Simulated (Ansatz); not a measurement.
# Amorphous Si (169 atoms) under strain: runs compared

Aim: relax amorphous Si (169 atoms), then change its volume and shape to read moduli from the stress.

Computed with Ansatz 0.2.0: Kohn-Sham DFT, PBE, PAW (set soft_2), plane waves.

**1. The cell as built**

The cell holds 169 atoms: 169 Si. Cell: a = 15.165 Å, b = 15.165 Å, c = 15.165 Å, α = 90.0°, β = 90.0°, γ = 90.0°. 169 atoms (169 Si) placed at random at 2.26 g/cm³, melted at 2500 K for 20 ps at fixed volume with the modified Tersoff potential (Kumagai, Izumi, Hara and Sakai, Comput. Mater. Sci. 39, 457 (2007)). Quenched from 2500 K to 300 K at 20 K/ps and fixed volume, held 5 ps. The density is a measured one.

Limits known from the start: The quench rate of 20 K/ps far exceeds what a furnace or splat quench reaches, so expect more defects and frozen-in strain than in a real sample. The network of bonds at the start is that of the classical potential that made the cell, and needn't be the one that DFT or experiment would give. The Brillouin zone is sampled at Γ only.

**2. The reference run**

The reference is a single point at the end of the relaxation.

Every strained cell starts from the geometry of this run, and its atoms are relaxed with the cell held.

Its input, with most atom lines left out:

```yaml
crystal:
  lattice:
    - [15.22919, 0.24682, 0.0478]
    - [0.24682, 15.23328, 0.02726]
    - [0.0478, 0.02726, 15.07424]
  atoms:
    - { symbol: Si, position: [0.94771, 0.86615, 0.33504] }
    - { symbol: Si, position: [0.31643, 0.97114, 0.30202] }
    - { symbol: Si, position: [0.15111, 0.48438, 0.68563] }
    - { symbol: Si, position: [0.72117, 0.79639, 0.49016] }
    - { symbol: Si, position: [0.43808, 0.63262, 0.84988] }
    - { symbol: Si, position: [0.49003, 0.39027, 0.92356] }
    - { symbol: Si, position: [0.60767, 0.01579, 0.47445] }
    [... atom lines 8 to 169 left out ...]
kpoints:
  mp_grid: { grid: [1, 1, 1] }
hamiltonian:
  xc: pbe
scf:
  occupations: { method: gaussian, width: 0.025 }
output:
  forces: true
  stress: true
  populations: true
  dos:
    method: { smearing: { sigma: 0.1 } }
    de: 0.1
    projected: { site_lists: { Si: [Si] } }
  eigenvalues: true
  write_density: true
  write_potential: true
  volumetric_format: npy
  elf: true
```

| Property | Result |
| --- | --- |
| free energy per atom | -635.5682 eV/atom |
| r.m.s. force component | 0.00656 eV/Å |
| pressure | 0.003719 GPa |

The highest filled and lowest empty levels lie only 0.11 eV apart (at Γ alone), which on so few k-points needn't be a gap.

**3. The runs**

Each row is one run, on 4 threads of Arm Neoverse V1, shared host. The free energy is the program's total, comparable only between runs with the same functional, potentials and atoms.

```csv
run,atoms,outcome,"ionic steps, all passes",free energy (eV),time,host memory (GiB)
Single point at the start,169,converged,-,-107401.682,44 s,4.4
Cell and atoms relaxed,169,converged,22,-107411.033,17 min,4.5
Single point at the relaxed geometry,169,converged,-,-107411.033,99 s,4.5
Volume -3 %,169,converged,3,-107410.311,3.1 min,4.3
Volume +3 %,169,converged,3,-107410.391,3.3 min,4.6
Volume -6 %,169,converged,5,-107408.030,4.8 min,4.2
Volume +6 %,169,converged,12,-107408.802,14 min,4.7
Volume -10 %,169,converged,11,-107402.318,10 min,4.1
Stretched by 1 % along x,169,converged,3,-107410.906,3.3 min,4.5
Compressed by 1 % along x,169,converged,3,-107410.913,3.2 min,4.5
Sheared by 2 % in xy,169,converged,3,-107410.868,3.2 min,4.5
```

In some runs the program notes that the SCF threshold is loose for the stress.

**4. Pressure against volume**

Atoms are relaxed at each volume, in the scaled cell.

```csv
volume change (%),volume (Å³/atom),energy change (meV/atom),pressure (GPa),largest move on relaxing (Å),bonds
-10,18.618,51.57,8.30,0.81,354
-6,19.446,17.77,4.78,0.20,347
-3,20.066,4.27,2.26,0.09,345
+0,20.687,0.00,0.00,-,345
+3,21.308,3.79,-1.93,0.08,345
+6,21.928,13.20,-3.35,0.67,341
```

**5. Uniaxial strain and shear**

Stress (GPa, compression positive) less that of the relaxed cell, atoms relaxed:

```csv
strain,xx,yy,zz,xy,energy change (meV/atom)
stretched by 1 % along x,-1.147,-0.437,-0.463,-0.008,0.75
compressed by 1 % along x,1.168,0.488,0.491,0.007,0.71
sheared by 2 % in xy,-0.025,0.060,-0.032,-0.755,0.97
```

**6. Findings**

The bulk modulus, from the slope of pressure against ln V over the three points nearest the relaxed volume, is 69.9 GPa; a quadratic over all points gives a pressure derivative of about 3.3. The count of bonds runs from 341 to 354 over the series, so at some points contacts cross the cutoffs. At -10 % and +6 % some atom moved by over 0.5 Å on relaxing, so those points may sit in another local minimum. In the Cartesian axes of the cell, finite differences give C11 = 116, C12 = 46.3, C13 = 47.7 and C66 = 37.8 GPa (the shear of 2 % is the engineering strain, εxy = 0.01). The mean of C11, C12 and C13, which equals the bulk modulus in a cubic or isotropic solid, is 69.9 GPa: it agrees with the bulk modulus within 10 %. For an isotropic solid C66 would equal (C11 − C12)/2 = 34.8 GPa; so small a sample needn't be isotropic, and C66 rests on one shear. With the bulk modulus and C66 as K and G, Young's modulus would be about 96 GPa and Poisson's ratio 0.27.

Caveats: Strains are finite and relaxations stop at the force tolerance of the input, which can leave moduli too stiff; they are those of a static cell at zero temperature. Volumes are changed with the cell's shape held, so in an anisotropic solid the modulus lies over the one under free hydrostatic load. The program notes that the SCF threshold of the relaxations is loose for the stress.

The DFT runs together took 64 min of wall time.

[Logs are printed without paths, hosts, clocks, repeated set-up lines and the standing remarks that a program may print on its own settings, such as how far it seeks lower states.]

[Hosts, paths, dates, database ids (printed as entryN), source tags and the programs' standing remarks are cut or masked in the printed files.]
